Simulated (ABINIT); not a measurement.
Planning a run of ABINIT 10.8.3 on CsPbCl3 (Pm-3m). The input:

```
acell 3*1.0 Angstrom
rprim 
  5.605000000000 0.000000000000 0.000000000000
  0.000000000000 5.605000000000 0.000000000000
  0.000000000000 0.000000000000 5.605000000000
ntypat 3
znucl 55 82 17
natom 5
typat 1 2 3 3 3
xred 
  0.000000000000 0.000000000000 0.000000000000
  0.500000000000 0.500000000000 0.500000000000
  0.500000000000 0.500000000000 0.000000000000
  0.000000000000 0.500000000000 0.500000000000
  0.500000000000 0.000000000000 0.500000000000
pp_dirpath "pseudos"
pseudos "Cs.upf, Pb.upf, Cl.upf"
ecut 32
ngkpt 6 6 6
nshiftk 1
shiftk 0 0 0
kptopt 1
chksymbreak 0
iscf -2
irdden 1
istwfk *1
nband 38
nbdbuf 4
tolwfr 1e-09
nstep 60
prtvol 0
indata_prefix "in"
outdata_prefix "out"
tmpdata_prefix "tmp"
```

```sh
OMP_NUM_THREADS=1 mpirun -n 4 abinit run.abi > log
```

Q: Estimate wall time and host memory on 4 MPI ranks of Arm Neoverse V2, shared host.

It took 52 s; on shared hardware allow 26 s to 1.7 min. Peak host memory was 0.43 GiB.

[Long decimals in the printed logs are rounded to 6 places.]

[Logs are printed without paths, hosts, clocks, repeated set-up lines and the standing remarks that a program may print on its own settings, such as how far it seeks lower states.]

[Paths, hosts, dates, memory and timing lines, banners, echoed tables and standing remarks are left out of the program output; an Ansatz launch command may be rebuilt from the run's recorded settings. Measured values are a selection of at most five: reports struck by readers or far from the other reports are left out. None is set beside runs whose start may be inverted or whose files or cutoffs have a known fault.]

[Runs of the session that timed out or met a known fault of the program may be left out.]

[Hosts, paths, dates, database ids (printed as entryN), source tags and the programs' standing remarks are cut or masked in the printed files.]

[G0W0 gaps are taken among the corrected bands and points alone; a level outside them can change the order at an edge.]

[Where Ansatz stands beside ABINIT at settings called matched, ABINIT's density can come from a denser mesh and the files from another edition; pairs whose starting gaps differed by over 0.03 eV were left out, so agreement reads better than it is.]
